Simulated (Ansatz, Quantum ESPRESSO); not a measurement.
# BaTiO3 (R3m): zone-centre phonons, part 2 of 4

Which modes does BaTiO3 (R3m) have at the zone centre?

Quantum ESPRESSO 7.5; DFT LDA, scalar-relativistic, plane waves, GBRV ultrasoft pseudopotentials.

So far. Step 2 (A first look): A gap of 2.3 eV opens on this mesh, so the crystal is taken as an insulator; the start stands at -4.7 GPa. Step 4 (Self-consistent run for the response): The cell stands at 0.034 GPa, close enough for phonons.

## 5. Zone-centre response

At q = 0 one unit cell holds all displacements; symmetry groups them into irreducible representations that are solved one by one. The response to a field gives ε∞ and the Born charges, which polar modes need.

The input, ph.in:

```
phonons
 &inputph
    prefix='x',
    outdir='./tmp',
    fildyn='g.dyn',
    tr2_ph=1.0d-18,
    epsil=.true.,
 /
0.000000000000 0.000000000000 0.000000000000
```

Command:

```
> OMP_NUM_THREADS=1 mpirun -n 16 ph.x -nk 16 -in ph.in > ph.out
```

The program printed:

```text
[banners, grids, parts of the stress and lines that vanish by symmetry left out]
[banner, memory and clock lines left out]
Program PHONON v.7.5

     ./tmp/x.save/

     IMPORTANT: XC functional enforced from input :
     Exchange-correlation= PZ
                           (   1   1   0   0   0   0   0)
     Any further DFT definition will be discarded
     Please, verify this is what you really want

     G-vector sticks info

     Check: negative core charge=   -0.000004

     negative rho (up, down):  8.873E-02 0.000E+00
     Reading collected, re-writing distributed wavefunctions in ./tmp/

     Number and degeneracy of irreps per q-point
       N         xq(1)         xq(2)         xq(3)   N irreps
       1   0.000000000   0.000000000   0.000000000      10
        1   1   1   1   1   2   2   2   2   2

     Calculation of q =    0.0000000   0.0000000   0.0000000

     phonons

     bravais-lattice index     =            0
     lattice parameter (alat)  =       7.4746  a.u.
     unit-cell volume          =     417.6036 (a.u.)^3
     number of atoms/cell      =            5
     number of atomic types    =            3
     kinetic-energy cut-off    =      45.0000  Ry
     charge density cut-off    =     270.0000  Ry
     convergence threshold     =      1.0E-18
     beta                      =       0.7000
     number of iterations used =            4
     Exchange-correlation= PZ
                           (   1   1   0   0   0   0   0)

     celldm(1)=    7.47461  celldm(2)=    0.00000  celldm(3)=    0.00000
     celldm(4)=    0.00000  celldm(5)=    0.00000  celldm(6)=    0.00000

     crystal axes: (cart. coord. in units of alat)
               a(1) = (  0.7067  0.4080  0.5780 )
               a(2) = ( -0.7067  0.4080  0.5780 )
               a(3) = (  0.0000 -0.8160  0.5780 )

     reciprocal axes: (cart. coord. in units 2 pi/alat)
               b(1) = (  0.7075  0.4085  0.5767 )
               b(2) = ( -0.7075  0.4085  0.5767 )
               b(3) = (  0.0000 -0.8170  0.5767 )

     Atoms inside the unit cell:

     Cartesian axes

     site n.  atom      mass           positions (alat units)
        1  Ba    137.3270   tau(    1) = (    0.00000   -0.00000   -0.00099  )
        2  Ti     47.8670   tau(    2) = (    0.00000    0.00000    0.85029  )
        3  O      15.9990   tau(    3) = (   -0.00000    0.40425    0.59502  )
        4  O      15.9990   tau(    4) = (   -0.35009   -0.20213    0.59502  )
        5  O      15.9990   tau(    5) = (    0.35009   -0.20213    0.59502  )

     Computing dynamical matrix for
                    q = (   0.0000000   0.0000000   0.0000000 )

      7 Sym.Ops. (with q -> -q+G )

     G cutoff =  382.1033  (  31391 G-vectors)     FFT grid: ( 40, 40, 40)
     G cutoff =  254.7355  (  17071 G-vectors)  smooth grid: ( 32, 32, 32)
     number of k points=    85
                       cart. coord. in units 2pi/alat
        k(    1) = (   0.0000000   0.0000000   0.0000000), wk =   0.0027435
        k(    2) = (   0.0000000  -0.0907744   0.0640760), wk =   0.0164609
        k(    3) = (   0.0000000  -0.1815487   0.1281519), wk =   0.0164609
        [... further k-points left out ...]

     PseudoPot. # 1 for Ba read from file:
     ./pseudo/Ba.upf
     Pseudo is Ultrasoft + core correction, Zval = 10.0

     PseudoPot. # 2 for Ti read from file:
     ./pseudo/Ti.upf
     Pseudo is Ultrasoft + core correction, Zval = 12.0

     PseudoPot. # 3 for O  read from file:
     ./pseudo/O.upf
     Pseudo is Ultrasoft + core correction, Zval =  6.0

     Mode symmetry, C_3v (3m)   point group:

     Electric field:
     Dielectric constant
     Born effective charges as d Force / d E

     Atomic displacements:
     There are   10 irreducible representations

     Representation     1      1 modes -  To be done

     Representation     2      1 modes -  To be done

     Representation     3      1 modes -  To be done

     Representation     4      1 modes -  To be done

[...]
Representation     9      2 modes -  To be done

     Representation    10      2 modes -  To be done

     Alpha used in Ewald sum =   2.5000

     negative rho (up, down):  8.873E-02 0.000E+00

     Electric Fields Calculation

      iter #   1   av.it.:   8.2
      thresh= 1.000E-02 alpha_mix =  0.700 |ddv_scf|^2 =  2.201E-07

      [... iterations left out ...]
      iter #  16   av.it.:  15.2
      thresh= 1.370E-10 alpha_mix =  0.700 |ddv_scf|^2 =  4.992E-19

     End of electric fields calculation

          Dielectric constant in cartesian axis

          (       6.351864164      -0.000000000      -0.000000000 )
          (      -0.000000000       6.351864166      -0.000000000 )
          (      -0.000000000      -0.000000000       6.042674649 )

          Effective charges (d Force / dE) in cartesian axis without acoustic sum rule applied (asr)

           atom    1  Ba    Mean Z*:        2.79986
      Ex  (        2.80874       -0.00000        0.00000 )
      Ey  (       -0.00000        2.80874        0.00000 )
      Ez  (       -0.00000        0.00000        2.78209 )
           atom    2  Ti    Mean Z*:        6.63745
      Ex  (        6.84218        0.00000       -0.00000 )
      Ey  (        0.00000        6.84218        0.00000 )
      Ez  (        0.00000        0.00000        6.22799 )
           atom    3  O     Mean Z*:       -3.14765
      Ex  (       -2.06369       -0.00000        0.00000 )
      Ey  (       -0.00000       -4.37400        1.53265 )
      Ez  (       -0.00000        1.41184       -3.00525 )
           atom    4  O     Mean Z*:       -3.14765
      Ex  (       -3.79642       -1.00039       -1.32731 )
      Ey  (       -1.00039       -2.64127       -0.76632 )
      Ez  (       -1.22269       -0.70592       -3.00525 )
           atom    5  O     Mean Z*:       -3.14765
      Ex  (       -3.79642        1.00039        1.32731 )
      Ey  (        1.00039       -2.64127       -0.76632 )
      Ez  (        1.22269       -0.70592       -3.00525 )

          Effective charges Sum: Mean:       -0.00563
             -0.00562        0.00000        0.00000
              0.00000       -0.00562        0.00000
              0.00000        0.00000       -0.00565

          Effective charges (d Force / dE) in cartesian axis with asr applied:
           atom    1  Ba    Mean Z*:        2.80099
      E*x (        2.80987       -0.00000       -0.00000 )
      E*y (       -0.00000        2.80987       -0.00000 )
      E*z (       -0.00000        0.00000        2.78323 )
           atom    2  Ti    Mean Z*:        6.63857
      E*x (        6.84330        0.00000       -0.00000 )
      E*y (        0.00000        6.84330       -0.00000 )
      E*z (       -0.00000        0.00000        6.22912 )
           atom    3  O     Mean Z*:       -3.14652
      E*x (       -2.06257       -0.00000       -0.00000 )
      E*y (       -0.00000       -4.37287        1.53265 )
      E*z (       -0.00000        1.41184       -3.00412 )
           atom    4  O     Mean Z*:       -3.14652
      E*x (       -3.79530       -1.00039       -1.32731 )
      E*y (       -1.00039       -2.64015       -0.76632 )
      E*z (       -1.22269       -0.70592       -3.00412 )
           atom    5  O     Mean Z*:       -3.14652
[...]
Representation #   1 mode #   1

     Self-consistent Calculation

      iter #   1   av.it.:   7.7
      thresh= 1.000E-02 alpha_mix =  0.700 |ddv_scf|^2 =  4.186E-06

      [... iterations left out ...]
      iter #  12   av.it.:  12.8
      thresh= 6.679E-10 alpha_mix =  0.700 |ddv_scf|^2 =  6.151E-19

     End of self-consistent calculation

     Convergence has been achieved

     Representation #   2 mode #   2

     Self-consistent Calculation

[...]
[... iterations left out ...]
[...]
End of self-consistent calculation

     Convergence has been achieved

     Representation #   3 mode #   3

     Self-consistent Calculation

[...]
[... iterations left out ...]
[...]
End of self-consistent calculation

     Convergence has been achieved

     Representation #   4 mode #   4

     Self-consistent Calculation

[...]
End of self-consistent calculation

     Convergence has been achieved

     Representation #   5 mode #   5

[...]
Convergence has been achieved

     Representation #   6 modes #   6   7

[...]
Convergence has been achieved

     Representation #   7 modes #   8   9

[...]
Convergence has been achieved

     Representation #   8 modes #  10  11

[...]
Convergence has been achieved

     Representation #   9 modes #  12  13

     Self-consistent Calculation

[...]
[... iterations left out ...]
[...]
End of self-consistent calculation

     Convergence has been achieved

     Representation #  10 modes #  14  15

     Self-consistent Calculation

      iter #   1   av.it.:   7.9
      thresh= 1.000E-02 alpha_mix =  0.700 |ddv_scf|^2 =  2.335E-06

      [... iterations left out ...]
      iter #  10   av.it.:  14.5
      thresh= 1.356E-10 alpha_mix =  0.700 |ddv_scf|^2 =  1.970E-20

     End of self-consistent calculation

     Convergence has been achieved

     Number of q in the star =    1
     List of q in the star:
          1   0.000000000   0.000000000   0.000000000

          Dielectric constant in cartesian axis

          (       6.351864164      -0.000000000      -0.000000000 )
          (      -0.000000000       6.351864166      -0.000000000 )
          (      -0.000000000      -0.000000000       6.042674649 )

          Effective charges (d Force / dE) in cartesian axis without acoustic sum rule applied (asr)

           atom    1  Ba    Mean Z*:        2.79986
      Ex  (        2.80874       -0.00000        0.00000 )
      Ey  (       -0.00000        2.80874        0.00000 )
      Ez  (       -0.00000        0.00000        2.78209 )
           atom    2  Ti    Mean Z*:        6.63745
      Ex  (        6.84218        0.00000       -0.00000 )
      Ey  (        0.00000        6.84218        0.00000 )
      Ez  (        0.00000        0.00000        6.22799 )
           atom    3  O     Mean Z*:       -3.14765
      Ex  (       -2.06369       -0.00000        0.00000 )
      Ey  (       -0.00000       -4.37400        1.53265 )
      Ez  (       -0.00000        1.41184       -3.00525 )
           atom    4  O     Mean Z*:       -3.14765
      Ex  (       -3.79642       -1.00039       -1.32731 )
      Ey  (       -1.00039       -2.64127       -0.76632 )
      Ez  (       -1.22269       -0.70592       -3.00525 )
           atom    5  O     Mean Z*:       -3.14765
      Ex  (       -3.79642        1.00039        1.32731 )
      Ey  (        1.00039       -2.64127       -0.76632 )
      Ez  (        1.22269       -0.70592       -3.00525 )

          Effective charges Sum: Mean:       -0.00563
             -0.00562        0.00000        0.00000
              0.00000       -0.00562        0.00000
              0.00000        0.00000       -0.00565

          Effective charges (d Force / dE) in cartesian axis with asr applied:
           atom    1  Ba    Mean Z*:        2.80099
[...]
atom    2  Ti    Mean Z*:        6.63857
[...]
atom    3  O     Mean Z*:       -3.14652
[...]
atom    4  O     Mean Z*:       -3.14652
      E*x (       -3.79530       -1.00039       -1.32731 )
      E*y (       -1.00039       -2.64015       -0.76632 )
      E*z (       -1.22269       -0.70592       -3.00412 )
           atom    5  O     Mean Z*:       -3.14652
      E*x (       -3.79530        1.00039        1.32731 )
      E*y (        1.00039       -2.64015       -0.76632 )
      E*z (        1.22269       -0.70592       -3.00412 )

     Diagonalizing the dynamical matrix

     q = (    0.000000000   0.000000000   0.000000000 )

 **************************************************************************
     freq (    1) =      -0.199822 [THz] =      -6.665337 [cm-1]
     freq (    2) =      -0.193838 [THz] =      -6.465726 [cm-1]
     freq (    3) =      -0.193838 [THz] =      -6.465726 [cm-1]
     freq (    4) =       4.893342 [THz] =     163.224304 [cm-1]
     freq (    5) =       4.893342 [THz] =     163.224304 [cm-1]
     freq (    6) =       5.448151 [THz] =     181.730769 [cm-1]
     freq (    7) =       5.527162 [THz] =     184.366278 [cm-1]
     freq (    8) =       5.527162 [THz] =     184.366278 [cm-1]
     freq (    9) =       6.652657 [THz] =     221.908736 [cm-1]
     freq (   10) =       8.596948 [THz] =     286.763303 [cm-1]
     freq (   11) =       8.975953 [THz] =     299.405569 [cm-1]
     freq (   12) =       8.975953 [THz] =     299.405569 [cm-1]
     freq (   13) =      14.469568 [THz] =     482.652848 [cm-1]
     freq (   14) =      14.469568 [THz] =     482.652848 [cm-1]
     freq (   15) =      15.286235 [THz] =     509.893921 [cm-1]
 **************************************************************************

     Mode symmetry, C_3v (3m)   point group:

     freq (   1-   1) =         -6.7  [cm-1]   --> A_1  L_1        I+R
     freq (   2-   3) =         -6.5  [cm-1]   --> E    L_3        I+R
     freq (   4-   5) =        163.2  [cm-1]   --> E    L_3        I+R
     freq (   6-   6) =        181.7  [cm-1]   --> A_1  L_1        I+R
     freq (   7-   8) =        184.4  [cm-1]   --> E    L_3        I+R
     freq (   9-   9) =        221.9  [cm-1]   --> A_1  L_1        I+R
     freq (  10-  10) =        286.8  [cm-1]   --> A_2  L_2
     freq (  11-  12) =        299.4  [cm-1]   --> E    L_3        I+R
     freq (  13-  14) =        482.7  [cm-1]   --> E    L_3        I+R
     freq (  15-  15) =        509.9  [cm-1]   --> A_1  L_1        I+R
```

Run time: 14 min. Hardware: 16 MPI ranks of Arm Neoverse N1, shared host.

This step gave:

```
miss of the charge sum rule                                       : 0.005670 e
largest acoustic frequency at the zone centre before the sum rule : -6.67 cm⁻¹
highest optical zone-centre mode (no LO-TO term)                  : 509.9 cm⁻¹
lowest optical zone-centre mode                                   : 163.2 cm⁻¹
mean high-frequency dielectric constant                           : 6.249
largest Born charge in size (third of the trace)                  : 6.637 e
```

Born charge (rows field, columns displacement), before the sum rule (e), principal values of the symmetric part by kind of site:

| atom | atoms with these values | low | middle | high | mean |
| --- | --- | --- | --- | --- | --- |
| Ba1 | 1 | 2.78 | 2.81 | 2.81 | 2.80 |
| Ti2 | 1 | 6.23 | 6.84 | 6.84 | 6.64 |
| O3 | 3 | -5.31 | -2.07 | -2.06 | -3.15 |

In full for Ba1:

```
2.81 0.00 0.00
0.00 2.81 0.00
0.00 0.00 2.78
```

High-frequency dielectric tensor:

```
6.35 0.00 0.00
0.00 6.35 0.00
0.00 0.00 6.04
```

The acoustic modes at Γ come out as far as 6.7 cm⁻¹ from zero, where they should vanish, a small numerical error; the Born charges miss their sum rule by 0.0057 e, which is good.

## 6. Modes with the sum rule

A rigid shift of the crystal must cost nothing, but grids and finite bases break this; the acoustic sum rule is imposed before the matrix is diagonalised again. With Born charges the intensities follow, and the static dielectric tensor.

The input, dynmat.in:

```
 &input
    fildyn='g.dyn',
    asr='crystal',
    fileig='dynmat.eig',
    lperm=.true.,
 /
```

Command:

```
> dynmat.x -in dynmat.in > dynmat.out
```

The program printed:

```text
[banner, memory and clock lines left out]
Program DYNMAT v.7.5

     Reading Dynamical Matrix from file g.dyn
     ...Force constants read
     ...epsilon and Z* read
     Acoustic Sum Rule: || Z*(ASR) - Z*(orig)|| =    4.359919E-03
     Acoustic Sum Rule: ||dyn(ASR) - dyn(orig)||=    2.932230E-04
     A direction for q was not specified:TO-LO splitting will be absent

     Polarizability (A^3 units)
     multiply by 0.363689 for Clausius-Mossotti correction
        26.354989   -0.000000   -0.000000
        -0.000000   26.354989   -0.000000
        -0.000000   -0.000000   24.832400

     IR activities are in (D/A)^2/amu units

# mode   [cm-1]    [THz]      IR
    1     -0.00   -0.0000    0.0000
    2     -0.00   -0.0000    0.0000
    3     -0.00   -0.0000    0.0000
    4    163.32    4.8962   70.8410
    5    163.32    4.8962   70.8410
    6    181.77    5.4495    7.1773
    7    184.36    5.5271    2.3149
    8    184.36    5.5271    2.3149
    9    221.90    6.6525   52.7469
   10    286.76    8.5969    0.0000
   11    299.41    8.9760    0.0006
   12    299.41    8.9760    0.0006
   13    482.65   14.4696    6.3866
   14    482.65   14.4696    6.3866
   15    509.89   15.2862    7.7442

Electronic dielectric permittivity tensor (relative, adimensional)
         6.351864   -0.000000   -0.000000
        -0.000000    6.351864   -0.000000
        -0.000000   -0.000000    6.042675

 ... with zone-center polar mode contributions
       101.179402    0.000000   -0.000000
         0.000000  101.179398    0.000004
        -0.000000    0.000004   51.475668

[end of the log left out, with the tail of the file of modes that dynmat.x writes under the same name]
```

Elapsed: 0.48 s, on 1 thread.

Numbers from this step:

* lowest optical zone-centre mode: 163.3 cm⁻¹
* mean static dielectric constant: 84.61

Unit eigenvectors of the mass-weighted matrix after the sum rule; no LO-TO term. Modes at Γ, with each element's share of the kinetic energy:

| mode | frequency (cm⁻¹) | Ba % | Ti % | O % |
| --- | --- | --- | --- | --- |
| 1 | 0.0 | 59 | 21 | 21 |
| 2 | 0.0 | 59 | 21 | 21 |
| 3 | 0.0 | 59 | 21 | 21 |
| 4 | 163.3 | 6 | 20 | 74 |
| 5 | 163.3 | 6 | 20 | 74 |
| 6 | 181.8 | 40 | 20 | 39 |
| 7 | 184.4 | 35 | 59 | 6 |
| 8 | 184.4 | 35 | 59 | 6 |
| 9 | 221.9 | 1 | 59 | 40 |
| 10 | 286.8 | 0 | 0 | 100 |
| 11 | 299.4 | 0 | 0 | 100 |
| 12 | 299.4 | 0 | 0 | 100 |
| 13 | 482.6 | 0 | 1 | 99 |
| 14 | 482.6 | 0 | 1 | 99 |
| 15 | 509.9 | 0 | 0 | 100 |

Displacements in mode 4 (163.3 cm⁻¹), the largest set to 1:
```
Ba1 -0.16  0.00  0.00
Ti2 -0.51  0.00  0.00
O3   0.90  0.00  0.00
O4   1.00  0.06  0.08
O5   1.00 -0.06 -0.08
```

Displacements in mode 15 (509.9 cm⁻¹), the largest set to 1:
```
Ba1  0.00  0.00  0.00
Ti2  0.00  0.00 -0.02
O3   0.00  1.00  0.01
O4  -0.87 -0.50  0.01
O5   0.87 -0.50  0.01
```

Degenerate modes summed, no LO-TO term. Infrared lines, with heights relative to the strongest:

| position (cm⁻¹) | lines merged | IR intensity, relative |
| --- | --- | --- |
| 163 | 2 | 100 |
| 182 | 1 | 5.1 |
| 184 | 2 | 3.3 |
| 222 | 1 | 37 |
| 287 | 1 | 0.0 |
| 299 | 2 | 0.0 |
| 483 | 2 | 9.0 |
| 510 | 1 | 5.5 |

Static dielectric tensor (ions relaxed, fixed cell):

```
101.2   0.0   0.0
  0.0 101.2   0.0
  0.0   0.0  51.5
```

The rule moves no optical mode by more than 0.2 cm⁻¹.

## 7. Sum rules set otherwise: a sum rule for molecules or wires on a crystal

This rule also removes rotations, which suits wires and not a crystal; it is tried to see the harm.

The input, dynmat.in:

```
 &input
    fildyn='g.dyn',
    asr='one-dim',
    fileig='dynmat.eig',
    lperm=.true.,
 /
```

Command:

```
> dynmat.x -in dynmat.in > dynmat.out
```

The program printed:

```text
[banner, memory and clock lines left out]
Program DYNMAT v.7.5

     Reading Dynamical Matrix from file g.dyn
     ...Force constants read
     ...epsilon and Z* read
asr rotation axis in 1D system=    3
     Acoustic Sum Rule: || Z*(ASR) - Z*(orig)|| =    4.359919E-03
     Acoustic Sum Rule: ||dyn(ASR) - dyn(orig)||=    9.957798E-02
     A direction for q was not specified:TO-LO splitting will be absent

     Polarizability (A^3 units)
     multiply by 0.363689 for Clausius-Mossotti correction
        26.354989   -0.000000   -0.000000
        -0.000000   26.354989   -0.000000
        -0.000000   -0.000000   24.832400

     IR activities are in (D/A)^2/amu units

# mode   [cm-1]    [THz]      IR
    1     -0.00   -0.0000    0.0000
    2     -0.00   -0.0000    0.0000
    3      0.00    0.0000    0.0000
    4      0.00    0.0000    0.0000
    5    163.32    4.8962   70.8410
    6    163.32    4.8962   70.8410
    7    181.77    5.4495    7.1773
    8    184.36    5.5271    2.3149
    9    184.36    5.5271    2.3149
   10    221.90    6.6525   52.7469
   11    299.41    8.9760    0.0006
   12    299.41    8.9760    0.0006
   13    482.65   14.4696    6.3866
   14    482.65   14.4696    6.3866
   15    509.89   15.2862    7.7442

Electronic dielectric permittivity tensor (relative, adimensional)
         6.351864   -0.000000   -0.000000
        -0.000000    6.351864   -0.000000
        -0.000000   -0.000000    6.042675

 ... with zone-center polar mode contributions
       101.179402   -0.000000    0.000000
        -0.000000  101.179398    0.000004
         0.000000    0.000004   51.475668

[end of the log left out, with the tail of the file of modes that dynmat.x writes under the same name]
```

Wall time 0.48 s (1 thread).

The run ended normally, but on settings that are not sound.

The fault: a sum rule for molecules or wires on a crystal; 1 optical mode is projected out to zero frequency, as if it were a rotation.

For a crystal the rule has to be 'simple' or 'crystal'.

Zone-centre frequencies as printed; negative means imaginary. Modes:

| mode | frequency (cm⁻¹) |
| --- | --- |
| 1 | 0 |
| 2 | 0 |
| 3 | 0 |
| 4 | 0 |
| 5 | 163.3 |
| 6 | 163.3 |
| 7 | 181.8 |
| 8 | 184.4 |
| 9 | 184.4 |
| 10 | 221.9 |
| 11 | 299.4 |
| 12 | 299.4 |
| 13 | 482.6 |
| 14 | 482.6 |
| 15 | 509.9 |

[end of part 2 of 4]

[Host names and launcher messages were left out of these logs when they were recorded.]

[Logs are printed without paths, hosts, clocks, repeated set-up lines and the standing remarks that a program may print on its own settings, such as how far it seeks lower states.]

[Hosts, paths, dates, database ids (printed as entryN), source tags and the programs' standing remarks are cut or masked in the printed files.]
